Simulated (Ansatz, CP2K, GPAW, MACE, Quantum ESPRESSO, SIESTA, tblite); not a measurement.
# Amorphous Si (76 atoms) in CP2K, part 2 of 4

How do the settings of CP2K change the result for amorphous Si (76 atoms)? A plane-wave run serves as the yardstick.

Program: CP2K 2026.2; the method stands at each step. Banners, paths, timers and routine set-up lines are dropped from the logs unmarked, and long logs keep their key lines alone; longer cuts are marked.

So far. Step 2 (PBE, DZVP-MOLOPT-SR, 350/50 Ry, diagonalisation): Forces lie 2.8 % from the reference's, at 4.3 times its CPU time (on 2 against 8 cores). Step 3 (GFN1-xTB, diagonalisation): Against the first run (2.8 %), the force difference from the reference is 31 %, at 0.18 times the CPU time (on 1 against 2 cores) (161 SCF steps against 18); the model has changed, so this is no error of the program alone.

## Step 4: PBE, TZV2P-MOLOPT, 350/50 Ry, diagonalisation

Method: Kohn-Sham DFT, PBE, GTH-PBE pseudopotentials, Gaussian and plane waves, TZV2P-MOLOPT-GTH, diagonalisation.

The input, input.inp:

```
&GLOBAL
  PROJECT cell
  RUN_TYPE ENERGY_FORCE
  PRINT_LEVEL LOW
&END GLOBAL
&FORCE_EVAL
  METHOD QS
  STRESS_TENSOR ANALYTICAL
  &DFT
    BASIS_SET_FILE_NAME BASIS_MOLOPT
    POTENTIAL_FILE_NAME GTH_POTENTIALS
    &MGRID
      CUTOFF 350
      REL_CUTOFF 50
    &END MGRID
    &QS
      EPS_DEFAULT 1.0E-12
    &END QS
    &SCF
      SCF_GUESS ATOMIC
      EPS_SCF 1.0E-06
      MAX_SCF 200
      ADDED_MOS 34
      &DIAGONALIZATION
        ALGORITHM STANDARD
      &END DIAGONALIZATION
      &SMEAR ON
        METHOD FERMI_DIRAC
        ELECTRONIC_TEMPERATURE [K] 580
      &END SMEAR
      &MIXING
        METHOD BROYDEN_MIXING
        ALPHA 0.15
        NBROYDEN 8
      &END MIXING
      &PRINT
        &RESTART OFF
        &END RESTART
      &END PRINT
    &END SCF
    &XC
      &XC_FUNCTIONAL PBE
      &END XC_FUNCTIONAL
    &END XC
    &PRINT
      &MULLIKEN ON
      &END MULLIKEN
      &LOWDIN ON
      &END LOWDIN
      &MO ON
        EIGENVALUES T
        OCCUPATION_NUMBERS T
        MO_INDEX_RANGE 141 164
        &EACH
          QS_SCF 0
        &END EACH
        ADD_LAST NUMERIC
      &END MO
    &END PRINT
  &END DFT
  &SUBSYS
    &CELL
      A 11.52060 0.00000 0.00000
      B 0.00000 11.52060 0.00000
      C 0.00000 0.00000 11.52060
    &END CELL
    &COORD
      SCALED
[... 76 atom lines left out: the same atoms as in the first run ...]
    &END COORD
    &KIND Si
      BASIS_SET TZV2P-MOLOPT-GTH-q4
      POTENTIAL GTH-PBE-q4
    &END KIND
  &END SUBSYS
  &PRINT
    &FORCES ON
    &END FORCES
    &STRESS_TENSOR ON
    &END STRESS_TENSOR
  &END PRINT
&END FORCE_EVAL
```

Run with:

```bash
$ OMP_NUM_THREADS=1 mpirun -np 4 cp2k.psmp -i input.inp > output.txt
```

Numbers of over 12 decimals in the logs are rounded to 6 here.

Log:

```text
CP2K| version string:                                       CP2K version 2026.2
 CP2K| Input file name                                                 input.inp
 GLOBAL| Basis set file name                                        BASIS_MOLOPT
 GLOBAL| Potential file name                                      GTH_POTENTIALS
 GLOBAL| Run type                                                   ENERGY_FORCE
 GLOBAL| Total number of message passing processes                             4
 GLOBAL| Number of threads for this process                                    1
 TOTAL NUMBERS AND MAXIMUM NUMBERS
  Total number of            - Atomic kinds:                                   1
                             - Atoms:                                         76
[... lines left out ...]
                        Smear method:                                FERMI_DIRAC
[... lines left out ...]
 Number of electrons:                                                        304
[... lines left out ...]
  Step     Update method      Time    Convergence         Total energy    Change
[... lines left out ...]
  *** SCF run converged in    20 steps ***
[... lines left out ...]
  Fermi energy:                                                 0.198912
  Total energy:                                              -298.142529
  Total energy (extrapolated to T->0):                       -298.138345
[... lines left out ...]
 MO| E(Fermi):            0.198912 a.u.          5.412660 eV
[... lines left out ...]
       1     Si       1          4.049178                             -0.049178
       2     Si       1          3.956291                              0.043709
       3     Si       1          4.008696                             -0.008696
[...]
# Total charge                            304.000000                  0.000000
 !-----------------------------------------------------------------------------!
 LOWDIN POPULATION ANALYSIS
 #  Atom  Element  Kind  Atomic population                           Net charge
[...]
75     Si       1          3.926228                              0.073772
      76     Si       1          4.010801                             -0.010801
 # Total charge                            304.000000                  0.000000
 ENERGY| Total FORCE_EVAL ( QS ) energy [hartree]           -298.142524
 FORCES| Atomic forces [hartree/bohr]
 FORCES|   Atom     x               y               z               |f|
 FORCES|      1 -4.34817215E-03 -2.16467244E-03  1.09977593E-03   4.98015209E-03
 FORCES|      2 -1.37150954E-02  4.54854157E-02  1.43603838E-02   4.96311143E-02
 FORCES|      3 -9.70762413E-03  3.72507629E-03 -2.85390632E-02   3.03742043E-02
[...]
FORCES|     75 -4.81219501E-03 -3.54234202E-03  5.92892846E-03   8.41769567E-03
 FORCES|     76 -1.02417840E-02  7.43471020E-03 -5.01899536E-02   5.17609940E-02
 FORCES| Sum    -2.12903202E-07 -1.09544158E-07  5.37006909E-08
 FORCES| Total atomic force                                       2.45380236E-07
 STRESS| Analytical stress tensor [bar]
 STRESS|                        x                   y                   z
 STRESS|      x        1.13853207270E+02  -5.89259604336E+03   1.20743330240E+04
 STRESS|      y       -5.89259604336E+03  -3.52173222023E+03   1.39954635750E+04
 STRESS|      z        1.20743330240E+04   1.39954635750E+04   2.95625380112E+03
 STRESS| 1/3 Trace                                            -1.50541737281E+02
```

It took 2 min on 4 MPI ranks of Arm Neoverse V2, shared host; peak memory 3.2 GiB; 7.9 min of CPU time.

Numbers from this run, and their distance from the reference:

```
r.m.s. force component                  : 0.9366 eV/Å
r.m.s. difference of force components   : 20.84 meV/Å
longest difference of force vectors     : 77.52 meV/Å
force difference over r.m.s. force      : 2.223 %
slope of forces against the reference's : 0.9991
correlation of force components         : 0.9998
pressure                                : -0.0151 GPa
pressure difference                     : -0.3354 GPa
```

Against the first run (2.8 %), the force difference from the reference is 2.2 %, at 2.7 times the CPU time (on 4 against 2 cores), with 1672 basis functions against 988: the larger basis brings the forces nearer.

## Step 5: PBE, SZV-MOLOPT-SR, 350/50 Ry, diagonalisation

Method: Kohn-Sham DFT, PBE, GTH-PBE pseudopotentials, Gaussian and plane waves, SZV-MOLOPT-SR-GTH, diagonalisation.

Changes to input.inp since step 4:

```diff
@@ -71,3 +71,3 @@
     &KIND Si
-      BASIS_SET TZV2P-MOLOPT-GTH-q4
+      BASIS_SET SZV-MOLOPT-SR-GTH-q4
       POTENTIAL GTH-PBE-q4
```

Run with:

```bash
$ OMP_NUM_THREADS=1 cp2k.psmp -i input.inp > output.txt
```

Log:

```text
CP2K| version string:                                       CP2K version 2026.2
 CP2K| Input file name                                                 input.inp
 GLOBAL| Basis set file name                                        BASIS_MOLOPT
 GLOBAL| Potential file name                                      GTH_POTENTIALS
 GLOBAL| Run type                                                   ENERGY_FORCE
 GLOBAL| Total number of message passing processes                             1
 GLOBAL| Number of threads for this process                                    1
 TOTAL NUMBERS AND MAXIMUM NUMBERS
  Total number of            - Atomic kinds:                                   1
                             - Atoms:                                         76
[... lines left out ...]
                        Smear method:                                FERMI_DIRAC
[... lines left out ...]
 Number of electrons:                                                        304
[... lines left out ...]
  Step     Update method      Time    Convergence         Total energy    Change
[... lines left out ...]
  *** SCF run converged in    22 steps ***
[... lines left out ...]
  Fermi energy:                                                 0.242707
  Total energy:                                              -295.430958
  Total energy (extrapolated to T->0):                       -295.427673
[... lines left out ...]
 MO| E(Fermi):            0.242707 a.u.          6.604380 eV
[... lines left out ...]
       1     Si       1          3.964544                              0.035456
       2     Si       1          4.004116                             -0.004116
       3     Si       1          4.000281                             -0.000281
[...]
# Total charge                            304.000000                  0.000000
 !-----------------------------------------------------------------------------!
 LOWDIN POPULATION ANALYSIS
 #  Atom  Element  Kind  Atomic population                           Net charge
[...]
75     Si       1          4.002188                             -0.002188
      76     Si       1          4.034465                             -0.034465
 # Total charge                            304.000000                  0.000000
 ENERGY| Total FORCE_EVAL ( QS ) energy [hartree]           -295.430965
 FORCES| Atomic forces [hartree/bohr]
 FORCES|   Atom     x               y               z               |f|
 FORCES|      1 -6.29352000E-03 -9.05800009E-03  6.59266106E-03   1.28498615E-02
 FORCES|      2 -1.83988756E-02  6.03750640E-02  2.50947925E-02   6.79221288E-02
 FORCES|      3 -6.59804712E-03  2.34445730E-03 -4.12481720E-02   4.18382887E-02
[...]
FORCES|     75 -6.33123668E-03 -1.14542499E-02  2.16023104E-03   1.32646522E-02
 FORCES|     76 -1.57870118E-02  1.10080158E-02 -6.70829384E-02   6.97891594E-02
 FORCES| Sum     1.94433893E-05  1.09515314E-05  2.57915993E-06
 FORCES| Total atomic force                                       2.24640490E-05
 STRESS| Analytical stress tensor [bar]
 STRESS|                        x                   y                   z
 STRESS|      x        8.28671007938E+04  -8.50086645502E+03   1.95403674516E+04
 STRESS|      y       -8.50086645502E+03   8.41846745000E+04   2.09096852768E+04
 STRESS|      z        1.95403674516E+04   2.09096852768E+04   8.71272149390E+04
 STRESS| 1/3 Trace                                             8.47263300776E+04
```

It took 1.8 min on 1 thread; peak memory 1.7 GiB.

Against the reference:

```
r.m.s. force component                  : 1.295 eV/Å
r.m.s. difference of force components   : 482.2 meV/Å
longest difference of force vectors     : 1744 meV/Å
force difference over r.m.s. force      : 51.44 %
slope of forces against the reference's : 1.322
correlation of force components         : 0.9569
pressure                                : 8.473 GPa
pressure difference                     : 8.152 GPa
```

This is a coarse setting, run to see what it loses.

Against the first run (2.8 %), the force difference from the reference is 51 %, at 0.63 times the CPU time (on 1 against 2 cores), with 304 basis functions against 988: the smaller basis costs accuracy.

## Step 6: PBE, TZVP-UZH, 350/50 Ry, diagonalisation

Method: Kohn-Sham DFT, PBE, GTH-PBE pseudopotentials, Gaussian and plane waves, TZVP-MOLOPT (UZH set), diagonalisation.

Changes to input.inp since step 5:

```diff
@@ -9,4 +9,4 @@
   &DFT
-    BASIS_SET_FILE_NAME BASIS_MOLOPT
-    POTENTIAL_FILE_NAME GTH_POTENTIALS
+    BASIS_SET_FILE_NAME BASIS_MOLOPT_UZH
+    POTENTIAL_FILE_NAME POTENTIAL_UZH
     &MGRID
@@ -66,8 +66,8 @@
     &END CELL
-    &COORD
-      SCALED
-[... 76 atom lines left out: the same atoms as in the first run ...]
-    &END COORD
+    &TOPOLOGY
+      COORD_FILE_NAME structure.xyz
+      COORD_FILE_FORMAT XYZ
+    &END TOPOLOGY
     &KIND Si
-      BASIS_SET SZV-MOLOPT-SR-GTH-q4
+      BASIS_SET TZVP-MOLOPT-PBE-GTH-q4
       POTENTIAL GTH-PBE-q4
```

The input, structure.xyz:

```xyz
76

Si 11.02533 3.27968 0.70575
Si 7.44772 4.14442 1.22280
Si 0.78709 0.76842 2.48914
Si 3.35872 3.37842 0.84308
Si 10.29884 3.67599 6.57918
Si 8.02179 0.56866 0.51670
Si 7.95083 3.44155 6.61329
Si 5.72194 9.05439 8.61545
Si 2.39075 6.78794 3.42070
Si 2.48211 9.28053 6.75130
Si 9.97880 7.16835 5.34083
Si 9.45115 7.20026 9.27961
Si 2.92854 2.37290 10.21255
Si 1.42383 5.07552 8.41568
Si 11.45770 0.61163 8.27179
Si 3.31194 3.63440 7.95152
Si 3.42554 10.59515 0.42891
Si 0.33306 1.96035 10.37200
Si 8.85416 6.34267 1.29918
Si 11.17003 5.75281 0.52684
[... 52 atom lines left out ...]
Si 0.18594 1.61162 6.03841
Si 2.37900 1.53662 6.72527
Si 7.79541 9.32742 7.20809
Si 8.60796 7.17215 3.60825
```

Run with:

```bash
$ OMP_NUM_THREADS=1 mpirun -np 4 cp2k.psmp -i input.inp > output.txt
```

Log:

```text
CP2K| version string:                                       CP2K version 2026.2
 CP2K| Input file name                                                 input.inp
 GLOBAL| Basis set file name                                    BASIS_MOLOPT_UZH
 GLOBAL| Potential file name                                       POTENTIAL_UZH
 GLOBAL| Run type                                                   ENERGY_FORCE
 GLOBAL| Total number of message passing processes                             4
 GLOBAL| Number of threads for this process                                    1
 TOTAL NUMBERS AND MAXIMUM NUMBERS
  Total number of            - Atomic kinds:                                   1
                             - Atoms:                                         76
[... lines left out ...]
                        Smear method:                                FERMI_DIRAC
[... lines left out ...]
 Number of electrons:                                                        304
[... lines left out ...]
  Step     Update method      Time    Convergence         Total energy    Change
[... lines left out ...]
  *** SCF run converged in    18 steps ***
[... lines left out ...]
  Fermi energy:                                                 0.201005
  Total energy:                                              -298.001007
  Total energy (extrapolated to T->0):                       -297.996903
[... lines left out ...]
 MO| E(Fermi):            0.201005 a.u.          5.469617 eV
[... lines left out ...]
       1     Si       1          3.994755                              0.005245
       2     Si       1          4.007607                             -0.007607
       3     Si       1          3.961606                              0.038394
[...]
# Total charge                            304.000000                  0.000000
 !-----------------------------------------------------------------------------!
 LOWDIN POPULATION ANALYSIS
 #  Atom  Element  Kind  Atomic population                           Net charge
[...]
75     Si       1          3.958731                              0.041269
      76     Si       1          4.024038                             -0.024038
 # Total charge                            304.000000                  0.000000
 ENERGY| Total FORCE_EVAL ( QS ) energy [hartree]           -298.000975
 FORCES| Atomic forces [hartree/bohr]
 FORCES|   Atom     x               y               z               |f|
 FORCES|      1 -3.68428346E-03 -1.59193311E-03  9.94055009E-04   4.13477218E-03
 FORCES|      2 -1.36668426E-02  4.58486531E-02  1.41933534E-02   4.99032349E-02
 FORCES|      3 -9.86201456E-03  3.71490431E-03 -2.91307061E-02   3.09783454E-02
[...]
FORCES|     75 -5.20012229E-03 -3.75671176E-03  6.11622592E-03   8.86354188E-03
 FORCES|     76 -1.01833770E-02  7.85394799E-03 -5.02333615E-02   5.18534114E-02
 FORCES| Sum     1.43141013E-10 -1.54370194E-08  1.68908886E-08
 FORCES| Total atomic force                                       2.28828358E-08
 STRESS| Analytical stress tensor [bar]
 STRESS|                        x                   y                   z
 STRESS|      x        2.36116668789E+03  -6.29322583923E+03   1.18496949409E+04
 STRESS|      y       -6.29322583923E+03  -2.17035247134E+03   1.41688796927E+04
 STRESS|      z        1.18496949409E+04   1.41688796927E+04   4.93593376490E+03
 STRESS| 1/3 Trace                                             1.70891599382E+03
```

Wall time 90 s (4 MPI ranks); peak memory 3.2 GiB; 6 min of CPU time.

Numbers from this run, and their distance from the reference:

- r.m.s. force component: 0.9411 eV/Å
- r.m.s. difference of force components: 25.11 meV/Å
- longest difference of force vectors: 82.81 meV/Å
- force difference over r.m.s. force: 2.679 %
- slope of forces against the reference's: 1.004
- correlation of force components: 0.9997
- pressure: 0.1709 GPa
- pressure difference: -0.1494 GPa

Against the first run (2.8 %), the force difference from the reference is 2.7 %, at 2.1 times the CPU time (on 4 against 2 cores), with 1292 basis functions against 988; this set comes with other potentials too, so the change isn't the basis's alone.

## Step 7: PBE, DZVP-MOLOPT-SR, 489/50 Ry, diagonalisation

Method: Kohn-Sham DFT, PBE, GTH-PBE pseudopotentials, Gaussian and plane waves, DZVP-MOLOPT-SR-GTH, diagonalisation.

Changes to input.inp since step 6:

```diff
@@ -9,6 +9,6 @@
   &DFT
-    BASIS_SET_FILE_NAME BASIS_MOLOPT_UZH
-    POTENTIAL_FILE_NAME POTENTIAL_UZH
+    BASIS_SET_FILE_NAME BASIS_MOLOPT
+    POTENTIAL_FILE_NAME GTH_POTENTIALS
     &MGRID
-      CUTOFF 350
+      CUTOFF 489
       REL_CUTOFF 50
@@ -71,3 +71,3 @@
     &KIND Si
-      BASIS_SET TZVP-MOLOPT-PBE-GTH-q4
+      BASIS_SET DZVP-MOLOPT-SR-GTH-q4
       POTENTIAL GTH-PBE-q4
```

structure.xyz is that of step 6.

Run with:

```bash
$ OMP_NUM_THREADS=2 cp2k.psmp -i input.inp > output.txt
```

Log:

```text
CP2K| version string:                                       CP2K version 2026.2
 CP2K| Input file name                                                 input.inp
 GLOBAL| Basis set file name                                        BASIS_MOLOPT
 GLOBAL| Potential file name                                      GTH_POTENTIALS
 GLOBAL| Run type                                                   ENERGY_FORCE
 GLOBAL| Total number of message passing processes                             1
 GLOBAL| Number of threads for this process                                    2
[... lines left out ...]
                        Smear method:                                FERMI_DIRAC
[... lines left out ...]
 Number of electrons:                                                        304
[... lines left out ...]
  Step     Update method      Time    Convergence         Total energy    Change
[... lines left out ...]
  *** SCF run converged in    18 steps ***
[... lines left out ...]
  Fermi energy:                                                 0.198766
  Total energy:                                              -298.068075
  Total energy (extrapolated to T->0):                       -298.063915
[... lines left out ...]
 MO| E(Fermi):            0.198766 a.u.          5.408691 eV
[... lines left out ...]
      75     Si       1          3.952240                              0.047760
      76     Si       1          4.021638                             -0.021638
 # Total charge                            304.000000                  0.000000
 ENERGY| Total FORCE_EVAL ( QS ) energy [hartree]           -298.068088
 FORCES| Atomic forces [hartree/bohr]
 FORCES|   Atom     x               y               z               |f|
 FORCES|      1 -4.43227602E-03 -2.33383774E-03  1.02140873E-03   5.11225440E-03
 FORCES|      2 -1.41456939E-02  4.60880741E-02  1.46338352E-02   5.03821433E-02
 FORCES|      3 -9.72669560E-03  3.72113425E-03 -2.90676347E-02   3.08768981E-02
[...]
FORCES|     75 -4.54598317E-03 -3.47599962E-03  5.70464613E-03   8.08031706E-03
 FORCES|     76 -1.03664388E-02  7.41530247E-03 -5.08313486E-02   5.24049212E-02
 FORCES| Sum    -2.05177375E-07  4.45595832E-07  7.00793783E-07
 FORCES| Total atomic force                                       8.55432831E-07
 STRESS| Analytical stress tensor [bar]
 STRESS|                        x                   y                   z
 STRESS|      x        1.64275588435E+03  -5.84083304415E+03   1.23662278629E+04
 STRESS|      y       -5.84083304415E+03  -1.87318412903E+03   1.42487358972E+04
 STRESS|      z        1.23662278629E+04   1.42487358972E+04   4.53627516164E+03
 STRESS| 1/3 Trace                                             1.43528230565E+03
```

Wall time 1.9 min (2 threads); peak memory 2.9 GiB.

Compared with the plane-wave run:

| Property | Result |
| --- | --- |
| r.m.s. force component | 0.9492 eV/Å |
| r.m.s. difference of force components | 25.9 meV/Å |
| longest difference of force vectors | 93.61 meV/Å |
| force difference over r.m.s. force | 2.764 % |
| slope of forces against the reference's | 1.012 |
| correlation of force components | 0.9997 |
| pressure | 0.1435 GPa |
| pressure difference | -0.1768 GPa |
| energy less the same-level run's | -0.0012 meV/atom |
| r.m.s. force difference from the same-level run | 0.045 meV/Å |

Against the first run (2.8 %), the force difference from the reference is 2.8 %, at 1.2 times the CPU time: the change moves forces by 0.045 meV/Å r.m.s., so most of the difference comes from elsewhere.

[end of part 2 of 4]

[Also dropped from logs without a mark: logging warnings of Python, and SIESTA's first energy breakdown and zero terms.]

[Logs are printed without paths, hosts, clocks, repeated set-up lines and the standing remarks that a program may print on its own settings, such as how far it seeks lower states.]

[Hosts, paths, dates, database ids (printed as entryN), source tags and the programs' standing remarks are cut or masked in the printed files.]
